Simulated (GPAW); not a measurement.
# A GW chain in GPAW: PtSe2 (1T monolayer)

Wanted: ground state, empty states, screening and self-energy for PtSe2 (1T monolayer).

Program: GPAW 26.7.0. Level of theory: LDA and many-body steps on it, plane waves. Results are calculated unless marked as measured.

**What was measured.**

- Gap 1.9 ± 0.05 eV: quasiparticle gap from STS, domains aligned with graphene; scanning tunneling spectroscopy; 8.5 K; monolayer (MBE-grown monolayer on epitaxial bilayer graphene, twist angle near 0 deg) on bilayer graphene on SiC(0001) (“Angular dependence of the interlayer coupling at the interface between two dimensional materials 1T-PtSe2 and graphene”, 2023, arxiv:2311.08165).

- Gap 2 ± 0.1 eV: gap of 1 ML on HOPG, earlier report; monolayer on HOPG (quoted in “Atomic-layer controlled THz Spintronic emission from Epitaxially grown Two dimensional PtSe2/ferromagnet heterostructures”, 2023, arxiv:2305.06895).

- Gap 1.95 ± 0.05 eV: quasiparticle gap of 1 ML from STS, average over islands; scanning tunnelling spectroscopy; monolayer (MBE-grown monolayer islands on bilayer graphene) on bilayer graphene on SiC(0001) (“Atomic-layer controlled THz Spintronic emission from Epitaxially grown Two dimensional PtSe2/ferromagnet heterostructures”, 2023, arxiv:2305.06895).

**1. Starting point**

The cell holds 3 atoms: 1 Pt and 2 Se. Cell: a = 3.853 Å, b = 3.853 Å, c = 14.100 Å, α = 90.0°, β = 90.0°, γ = 120.0°. Vacuum lies along c.

The start is a generated structure, not a measured one. Spin-orbit coupling is left out unless a step names it.

**2. Relaxation**

This step: GPAW 26.7.0; DFT, LDA, plane waves, PAW.

Gaps follow bond lengths, so the structure is brought to rest first.

File run.py:

```python
import json
import numpy as np
from gpaw.mpi import world
from ase import Atoms
from ase.constraints import FixSymmetry
from ase.filters import FrechetCellFilter
from ase.optimize import BFGS
from gpaw import GPAW, PW, FermiDirac

atoms = Atoms(['Pt', 'Se', 'Se'],
    cell=[[3.8527425800, 0.0000000000, 0.0000000000],
      [-1.9263712900, 3.3365729485, 0.0000000000],
      [0.0000000000, 0.0000000000, 14.1000000000]],
    scaled_positions=[[0.0000000000, 0.0000000000, 0.5000000000],
      [0.3333333333, 0.6666666667, 0.6110294910],
      [0.6666666667, 0.3333333333, 0.3889705090]],
    pbc=(True, True, False))
atoms.set_constraint(FixSymmetry(atoms))
atoms.calc = GPAW(mode=PW(550),
    xc='LDA',
    kpts={'size': (9, 9, 1), 'gamma': True},
    occupations=FermiDirac(0.02),
    convergence={'density': 1e-5},
    txt='relax.txt')
steps = []
opt = BFGS(FrechetCellFilter(atoms, mask=[1, 1, 0, 0, 0, 1]), logfile='bfgs.log')
opt.attach(lambda: steps.append([atoms.get_potential_energy(), atoms.cell[:], atoms.positions.copy(), atoms.get_forces()]))
converged = opt.run(fmax=0.03, steps=50)
res = {'converged': bool(converged), 'steps': steps, 'cell': atoms.cell[:], 'frac': atoms.get_scaled_positions()}

if world.rank == 0:
    with open('result.json', 'w') as f:
        json.dump(res, f, default=lambda x: x.tolist())
```

On the command line:

```console
$ mpirun -n 16 gpaw python run.py
```

Numbers of over 12 decimals in the logs are rounded to 6 here.

Log:

```text
Step     Time          Energy          fmax
BFGS:    0       -15.730447        3.025736
BFGS:    1       -16.189787        2.700817
BFGS:    2       -17.142047        0.805062
[...]
BFGS:    8       -17.192334        0.040180
BFGS:    9       -17.192483        0.006362
```

It took 26 s on 16 MPI ranks of Arm Neoverse V2, shared host; peak memory 3.3 GiB; 6 min of CPU time.

Step by step:

```csv
step,energy less that of the first step (eV),largest force (eV/Å)
1,0.0000,3.0257
2,-0.4593,2.7008
3,-1.4116,0.3151
4,-1.4352,0.4252
5,-1.4418,0.2268
6,-1.4457,0.1222
7,-1.4543,0.0464
8,-1.4601,0.0918
9,-1.4619,0.0402
10,-1.4620,0.0064
```

The atoms that moved most (Å):

```csv
atom,dx,dy,dz,length
Se2,0.000,0.000,-0.274,0.274
Se3,0.000,0.000,0.274,0.274
```

The relaxed structure:

```cif
data_structure
_symmetry_space_group_name_H-M 'P 1'
_symmetry_Int_Tables_number 1
_cell_length_a 3.6686
_cell_length_b 3.6686
_cell_length_c 14.1000
_cell_angle_alpha 90.000
_cell_angle_beta 90.000
_cell_angle_gamma 120.000
_cell_volume 164.34
loop_
_atom_site_label
_atom_site_type_symbol
_atom_site_fract_x
_atom_site_fract_y
_atom_site_fract_z
_atom_site_occupancy
Pt1 Pt 0.00000 0.00000 0.50000 1
Se2 Se 0.33333 0.66667 0.59161 1
Se3 Se 0.66667 0.33333 0.40839 1
```

**3. Ground state**

The ground-state density comes first.

File run.py:

```python
import json
import numpy as np
from gpaw.mpi import world
from ase import Atoms
from gpaw import GPAW, PW, FermiDirac

atoms = Atoms(['Pt', 'Se', 'Se'],
    cell=[[3.6686125682, 0.0000000000, 0.0000000000],
      [-1.8343062841, 3.1771116807, 0.0000000000],
      [0.0000000000, 0.0000000000, 14.1000000000]],
    scaled_positions=[[0.0000000000, 0.0000000000, 0.5000000000],
      [0.3333333333, 0.6666666667, 0.5916053914],
      [0.6666666667, 0.3333333333, 0.4083946086]],
    pbc=(True, True, False))
calc = GPAW(mode=PW(450),
    xc='LDA',
    kpts={'size': (9, 9, 1), 'gamma': True},
    occupations=FermiDirac(0.001),
    nbands=-7,
    convergence={'density': 1e-6, 'bands': -3},
    maxiter=100,
    txt='gs.txt')
atoms.calc = calc
res = {'energy': atoms.get_potential_energy()}
kpts = calc.get_ibz_k_points()
res['kpts'] = kpts
res['eigenvalues'] = [calc.get_eigenvalues(kpt=k) for k in range(len(kpts))]
res['n_electrons'] = calc.get_number_of_electrons()
calc.write('gs.gpw')

if world.rank == 0:
    with open('result.json', 'w') as f:
        json.dump(res, f, default=lambda x: x.tolist())
```

On the command line:

```console
$ mpirun -n 16 gpaw python run.py
```

Log:

```text
__  _  _
 | _ |_)|_||  |
 |__||  | ||/\| - 26.7.0

Input parameters:
  mode=PW(ecut=450.000000),
  convergence={'density': 1e-06, 'bands': -3},
  kpts=MonkhorstPack(size=(9, 9, 1), gamma=True),
  maxiter=100,
  nbands=-7,
  occupations=Occupations(name='fermi-dirac', width=0.001, fixmagmom=False),
  xc=XC(name='LDA')
  [... matrices ...]
Diagonalizing LCAO Hamiltonian
Converting LCAO to pw mode

        Se

       Pt
            Se

Atoms  # Å, Bohr magnetons
|   | symbol |         x |        y |        z |    initial magnetic moments |
| 0 |     Pt |  0.000000 | 0.000000 | 7.050000 | ( 0.0000,  0.0000,  0.0000) |
| 1 |     Se | -0.000000 | 2.118074 | 8.341636 | ( 0.0000,  0.0000,  0.0000) |
| 2 |     Se |  1.834306 | 1.059037 | 5.758364 | ( 0.0000,  0.0000,  0.0000) |

Unit cell  # Å
| periodic |         x |        y |         z |   lengths |     angles |
|      yes |  3.668613 | 0.000000 |  0.000000 |  3.668613 |  90.000000 |
|      yes | -1.834306 | 3.177112 |  0.000000 |  3.668613 |  90.000000 |
|       no |  0.000000 | 0.000000 | 14.100000 | 14.100000 | 120.000000 |

Number of symmetries: 12
Symmetry operations  # r_c * U_cc + t_c -> r_c
|    | kind |            matrix            |
|  0 |  σ   |  1, 1, 0,  0,-1, 0,  0, 0, 1 |
|  1 |  S6  |  1, 1, 0, -1, 0, 0,  0, 0,-1 |
|  2 |  E   |  1, 0, 0,  0, 1, 0,  0, 0, 1 |
|  3 |  C2  |  1, 0, 0, -1,-1, 0,  0, 0,-1 |
|  4 |  C2  |  0, 1, 0,  1, 0, 0,  0, 0,-1 |
|  5 |  C3  |  0, 1, 0, -1,-1, 0,  0, 0, 1 |
|  6 |  S6  |  0,-1, 0,  1, 1, 0,  0, 0,-1 |
|  7 |  σ   |  0,-1, 0, -1, 0, 0,  0, 0, 1 |
|  8 |  σ   | -1, 0, 0,  1, 1, 0,  0, 0, 1 |
|  9 |  i   | -1, 0, 0,  0,-1, 0,  0, 0,-1 |
| 10 |  C3  | -1,-1, 0,  1, 0, 0,  0, 0, 1 |
| 11 |  C2  | -1,-1, 0,  0, 1, 0,  0, 0,-1 |

BZ-sampling:
  Number of BZ points: 81
  Number of IBZ points: 12

  Monkhorst-Pack size: [9, 9, 1]
  Monkhorst-Pack shift: [0, 0, 0]

K-points  # in reciprocal-cell coordinates
|     |                                coordinates |     weight |
|   0 | (  0.00000000,   0.00000000,   0.00000000) | 0.01234568 |
|   1 | (  0.11111111,   0.00000000,   0.00000000) | 0.07407407 |
|   2 | (  0.22222222,  -0.11111111,   0.00000000) | 0.07407407 |
|   3 | (  0.22222222,   0.00000000,   0.00000000) | 0.07407407 |
|   4 | (  0.33333333,  -0.11111111,   0.00000000) | 0.14814815 |
|   5 | (  0.33333333,   0.00000000,   0.00000000) | 0.07407407 |
|   6 | (  0.33333333,   0.33333333,   0.00000000) | 0.02469136 |
|   7 | (  0.44444444,  -0.22222222,   0.00000000) | 0.07407407 |
|   8 | (  0.44444444,  -0.11111111,   0.00000000) | 0.14814815 |
|   9 | (  0.44444444,   0.00000000,   0.00000000) | 0.07407407 |
| ... |                                            |            |
|  11 | (  0.44444444,   0.44444444,   0.00000000) | 0.07407407 |

Plane wave coefficients: 3581
Cutoff: 450.000000 eV

Spin-components: 1 (collinear spins)
Bands:           21
Projectors:      16
Spin-degeneracy: 2
Datatype:        complex128

  Storage: CPU
  Wave functions: 14_325_696 bytes (895_356 per core)
  Projectors: 15_690_048 bytes (980_628 per core)
  [... matrices ...]
Parallelization:
  kpt:    4
  domain: 4
  band:   1

Density:
  Valence electrons: 28.0
  Components: 1
  Grid points: [18 18 70]
  Charge: 0.0  # |e|

Potential:
  Grid points: [18 18 70]

species:
  Pt:
    name:    Platinum
    Z:       78.0
    valence: 16
    core:    62
    charge:  0.0  # [|e|]
    compensation charges:
      type: gauss
      rc: 0.41  # [Å]
      lmax: 2
    cutoffs:
      filter: 2.26  # [Å]
      core: 2.26  # [Å]
    projectors
    | kind |    occ | energy [eV] | rcut [Å] |
    |   6s |  1.000 |      -5.930 |    1.307 |
    |   5p |  6.000 |     -56.318 |    1.371 |
    |   6p |  0.000 |      -0.962 |    1.371 |
    |   5d |  9.000 |      -6.387 |    1.307 |
    |    s |        |      21.281 |    1.307 |
    |    d |        |      20.825 |    1.307 |

    Using partial waves for Pt as LCAO basis

  Se:
    name:    Selenium
    Z:       34.0
    valence: 6
    core:    28
    charge:  0.0  # [|e|]
    compensation charges:
      type: gauss
      rc: 0.27  # [Å]
      lmax: 2
    cutoffs:
      filter: 1.77  # [Å]
      core: 2.67  # [Å]
    projectors
    | kind |    occ | energy [eV] | rcut [Å] |
    |   4s |  2.000 |     -17.472 |    0.847 |
    |   4p |  4.000 |      -6.656 |    1.005 |
    |    s |        |       9.739 |    0.847 |
    |    p |        |      20.555 |    1.005 |
    |    d |        |       0.000 |    0.847 |

    Using partial waves for Se as LCAO basis

Reference energy: -632131.096150  # eV

eigensolver:
  PPCG
  Converge bands: -3
  niter=2

density mixing:
  MSR1-Mixer
  Pratt-step length: 0.05
  Maximum mixing coefficient: 0.75
  Old densities: 10
  SVD Regularization: 0.005
  Good broyden scale: 1.0
  Trust region scale: 1.0
  Backstep threshold: 4.0
  History deletion threshold: 6.0
  Fourier metric: weight=20.0, sigma=0.015

occupation numbers:
  Fermi-Dirac:
    width: 0.0010  # eV

poisson solver:
  ecut: 3600.000000  # eV

xc functional:
  name: None

Initialization done in: 0.809 s

convergence criteria:
- Maximum integral of absolute [dens]ity change: 1e-06 electrons / valence electron
- Maximum [total energy] change in last 3 cyles: 0.0005 eV / valence electron
- Maximum integral of absolute [eigenst]ate change: 4e-08 eV^2 / valence electron
maximum number of iterations: 100

SCF iterations
|iter     |     time |      energy | eigst |  dens |
|iter:   1|  |  -18.245093 | +0.65 |       |
|iter:   2|  |  -17.900104 | -0.68 | -1.11 |
|iter:   3|  |  -17.249987 | -0.96 | -1.18 |
|iter:   4|  |  -17.196335 | -2.20 | -1.58 |
|iter:   5|  |  -17.175533 | -2.81 | -1.89 |
|iter:   6|  |  -17.174574 | -3.70 | -2.60 |
|iter:   7|  |  -17.174541c| -4.57 | -3.13 |
|iter:   8|  |  -17.174546c| -5.26 | -3.88 |
|iter:   9|  |  -17.174546c| -5.92 | -4.46 |
|iter:  10|  |  -17.174546c| -6.45 | -4.88 |
|iter:  11|  |  -17.174547c| -7.05 | -5.24 |
|iter:  12|  |  -17.174547c| -7.41c| -6.15c|

Converged in 12 steps
SCF loop duration: 2.190 s (0.182 s/step)
Energy contributions relative to reference atoms: (reference = -632131.096150)
  [... matrices ...]
Energy contributions:
  Kinetic:           8.845218
  Coulomb:         -10.313499
  Zero:             -0.618052
  External:          0.000000
  Xc:              -15.088214
  Entropy:          -0.000000
  Spinorbit:         0.000000
  ----------------------------
  Free energy:     -17.174547
  Extrapolated:    -17.174547

dipole moment: (-6.350403, -10.999220, 0.000109)  # |e|*Ang

Fermi level: 0.164
Eigenvalues  # (at kpt = [0.000, 0.000, 0.000])
| band index |      eig [eV] | occ [0-2] |
|          0 |       -54.039 |     2.000 |
|        ... |               |           |
|          6 |        -6.530 |     2.000 |
|          7 |        -6.467 |     2.000 |
|          8 |        -4.176 |     2.000 |
|          9 |        -4.175 |     2.000 |
|         10 |        -2.383 |     2.000 |
|         11 |        -1.839 |     2.000 |
|         12 |        -1.120 |     2.000 |
|         13 |        -1.120 |     2.000 |
|         14 |         2.007 |     0.000 |
|         15 |         2.007 |     0.000 |
|         16 |         3.451 |     0.000 |
|         17 |         4.184 |     0.000 |
|         18 |         4.811 |     0.000 |
|         19 |         5.020 |     0.000 |
|         20 |         7.118 |     0.000 |

Gap: 1.346 eV
Transition (v -> c):
  (s=0, k=0, n=13, [0.00, 0.00, 0.00]) -> (s=0, k=3, n=14, [0.22, 0.00, 0.00])
Direct/indirect transitions are different
Direct gap: 1.547 eV
Transition at: (s=0, k=3, n=13, [0.22, 0.00, 0.00])
vacuum-level: 4.785  # V
# Writing to gs.gpw (mode='')
  [... matrices ...]
```

It took 4.8 s on 16 MPI ranks; peak memory 2.3 GiB.

Numbers from this step:

```
total energy               : -17.17 eV
gap                        : 1.346 eV
k of the valence top       : 0, 0, 0
k of the conduction bottom : 0.2222, 0, 0
least direct gap           : 1.547 eV
```

The gap is indirect, with the least direct gap 0.20 eV higher.

**4. Bands along the symmetry lines**

Levels along a band path, at the cheap level, show where the edges lie and whether the meshes to come will hold them.

File run.py:

```python
import json
import numpy as np
from gpaw.mpi import world
from gpaw import GPAW

path = [[0.000000, 0.000000, 0.000000],
    [0.062500, 0.000000, 0.000000],
    [0.125000, 0.000000, 0.000000],
    [0.187500, 0.000000, 0.000000],
    [0.250000, 0.000000, 0.000000],
    [0.312500, 0.000000, 0.000000],
    [0.375000, 0.000000, 0.000000],
    [0.437500, 0.000000, 0.000000],
    [0.500000, 0.000000, 0.000000],
    [0.479167, 0.041667, 0.000000],
    [0.458333, 0.083333, 0.000000],
    [0.437500, 0.125000, 0.000000],
    [0.416667, 0.166667, 0.000000],
    [0.395833, 0.208333, 0.000000],
    [0.375000, 0.250000, 0.000000],
    [0.354167, 0.291667, 0.000000],
    [0.333333, 0.333333, 0.000000],
    [0.291667, 0.291667, 0.000000],
    [0.250000, 0.250000, 0.000000],
    [0.208333, 0.208333, 0.000000],
    [0.166667, 0.166667, 0.000000],
    [0.125000, 0.125000, 0.000000],
    [0.083333, 0.083333, 0.000000],
    [0.041667, 0.041667, 0.000000],
    [0.000000, 0.000000, 0.000000]]
calc = GPAW('gs.gpw').fixed_density(kpts=path,
    symmetry='off',
    nbands=24,
    convergence={'bands': 20},
    txt='bands.txt')
res = {}
kpts = calc.get_ibz_k_points()
res['kpts'] = kpts
res['eigenvalues'] = [calc.get_eigenvalues(kpt=k) for k in range(len(kpts))]
res['n_electrons'] = calc.get_number_of_electrons()

if world.rank == 0:
    with open('result.json', 'w') as f:
        json.dump(res, f, default=lambda x: x.tolist())
```

On the command line:

```console
$ mpirun -n 16 gpaw python run.py
```

Log:

```text
Diagonalizing LCAO Hamiltonian
Converting LCAO to pw mode
convergence criteria:
- Maximum integral of absolute [eigenst]ate change: 4e-08 eV^2 / valence electron
maximum number of iterations: 100

SCF iterations
|iter     |     time |      energy | eigst |  dens |
|iter:   1|  |             | +1.19 |       |
|iter:   2|  |             | +0.09 |       |
|iter:   3|  |             | -1.27 |       |
[...]
|iter:   9|  |             | -6.43 |       |
|iter:  10|  |             | -7.09 |       |
|iter:  11|  |             | -7.64c|       |
SCF steps: 11
  __  _  _
 | _ |_)|_||  |
 |__||  | ||/\| - 26.7.0

Input parameters:
  mode=PW(ecut=450.000000),
  convergence={'bands': 20},
  gpts=array([18, 18, 70]),
  kpts=KPoints(kpts=array([[0.      , 0.      , 0.      ],
         [0.0625  , 0.      , 0.      ],
         [0.125   , 0.      , 0.      ],
         [0.1875  , 0.      , 0.      ],
[...]
[0.479167, 0.041667, 0.      ],
         [0.458333, 0.083333, 0.      ],
[...]
[0.416667, 0.166667, 0.      ],
[...]
[0.25    , 0.25    , 0.      ],
[...]
[0.125   , 0.125   , 0.      ],
         [0.083333, 0.083333, 0.      ],
         [0.041667, 0.041667, 0.      ],
         [0.      , 0.      , 0.      ]])),
  maxiter=100,
  nbands=24,
  occupations=Occupations(name='fermi-dirac', width=0.001, fixmagmom=False),
  parallel={},
  symmetry=Symmetry(point_group=False, time_reversal=False),
  xc=XC(name='LDA')
  [... matrices ...]
timing:  # [seconds]
  Total: 0.048  # ━━━━━━━━━━━━━━━━━━━━━━━━━━━━━━━━━━━━━━━━━━━━━━━━━━━━━━━━━━━
```

It took 6 s on 16 MPI ranks; peak memory 2.8 GiB; 79 s of CPU time.

Numbers from this step:

```
gap                        : 1.364 eV
k of the valence top       : 0.0417, 0.0417, 0
k of the conduction bottom : 0.25, 0, 0
least direct gap           : 1.615 eV
```

The gap is 1.364 eV, +0.018 eV from the run before at this level.

Electronic bands along the path, in eV, zero at the top of the highest filled band:

```csv
point,band 11,band 12,band 13,band 14,band 15,band 16,band 17,band 18
Γ,-1.27,-0.72,0.00,0.00,3.12,3.12,4.57,5.30
halfway,-2.33,-0.63,-0.38,-0.27,1.36,2.67,5.54,6.07
M,-2.44,-2.05,-1.94,-1.50,2.50,2.84,4.72,6.07
halfway,-2.52,-2.45,-1.28,-1.03,1.96,2.31,5.57,7.25
K,-2.70,-2.41,-1.02,-1.02,1.80,1.80,6.25,8.18
halfway,-2.37,-0.93,-0.74,-0.06,1.75,1.88,6.29,6.49
Γ,-1.27,-0.72,0.00,0.00,3.12,3.12,4.57,5.30
```

**5. Empty states on the mesh, 9×9×1 mesh, 383 bands**

The sums over transitions need many empty states on a uniform mesh; this step solves for them.

File run.py:

```python
import json
import numpy as np
from gpaw.mpi import world
from gpaw import GPAW

calc = GPAW('gs.gpw').fixed_density(kpts={'size': (9, 9, 1), 'gamma': True},
    parallel={'domain': 1, 'band': 1},
    txt='nscf.txt')
calc.diagonalize_full_hamiltonian(nbands=383)
calc.write('full.gpw', mode='all')
res = {}
kpts = calc.get_ibz_k_points()
res['kpts'] = kpts
res['eigenvalues'] = [calc.get_eigenvalues(kpt=k) for k in range(len(kpts))]
res['n_electrons'] = calc.get_number_of_electrons()

if world.rank == 0:
    with open('result.json', 'w') as f:
        json.dump(res, f, default=lambda x: x.tolist())
```

On the command line:

```console
$ mpirun -n 12 gpaw python run.py
```

Log:

```text
Diagonalizing LCAO Hamiltonian
Converting LCAO to pw mode
convergence criteria:
- Maximum integral of absolute [eigenst]ate change: 4e-08 eV^2 / valence electron
maximum number of iterations: 100

SCF iterations
|iter     |     time |      energy | eigst |  dens |
|iter:   1|  |             | +0.64 |       |
|iter:   2|  |             | -0.47 |       |
|iter:   3|  |             | -1.67 |       |
[...]
|iter:  10|  |             | -6.92 |       |
|iter:  11|  |             | -7.39 |       |
|iter:  12|  |             | -7.71c|       |
SCF steps: 12
  __  _  _
 | _ |_)|_||  |
 |__||  | ||/\| - 26.7.0

Input parameters:
  mode=PW(ecut=450.000000),
  convergence={'density': 1e-06, 'bands': -3},
  gpts=array([18, 18, 70]),
  kpts=MonkhorstPack(size=(9, 9, 1), gamma=True),
  maxiter=100,
  nbands=21,
  occupations=Occupations(name='fermi-dirac', width=0.001, fixmagmom=False),
  parallel={'domain': 1, 'band': 1},
  xc=XC(name='LDA')
Matrix size: 3553x3553
# Writing to full.gpw (mode='all')
  [... matrices ...]

timing:  # [seconds]
  Total: 51.649  # ━━━━━━━━━━━━━━━━━━━━━━━━━━━━━━━━━━━━━━━━━━━━━━━━━━━━━━━━━━
```

It took 56 s on 12 MPI ranks; peak memory 12 GiB; 9.8 min of CPU time.

This step gave:

* gap: 1.346 eV
* k of the valence top: 0, 0, 0
* k of the conduction bottom: 0.2222, 0, 0
* least direct gap: 1.547 eV
* k points computed: 12
* lowest point of the top converged band, above the valence top: 97.5125 eV

On this mesh the gap is 1.346 eV.

(Part 1 of 2 ends here.)

[Paths, hosts, dates, memory and timing lines, banners, echoed tables and standing remarks are left out of the program output.]

[Logs are printed without paths, hosts, clocks, repeated set-up lines and the standing remarks that a program may print on its own settings, such as how far it seeks lower states.]

[Runs of the session that timed out or met a known fault of the program may be left out.]

[Hosts, paths, dates, database ids (printed as entryN), source tags and the programs' standing remarks are cut or masked in the printed files.]
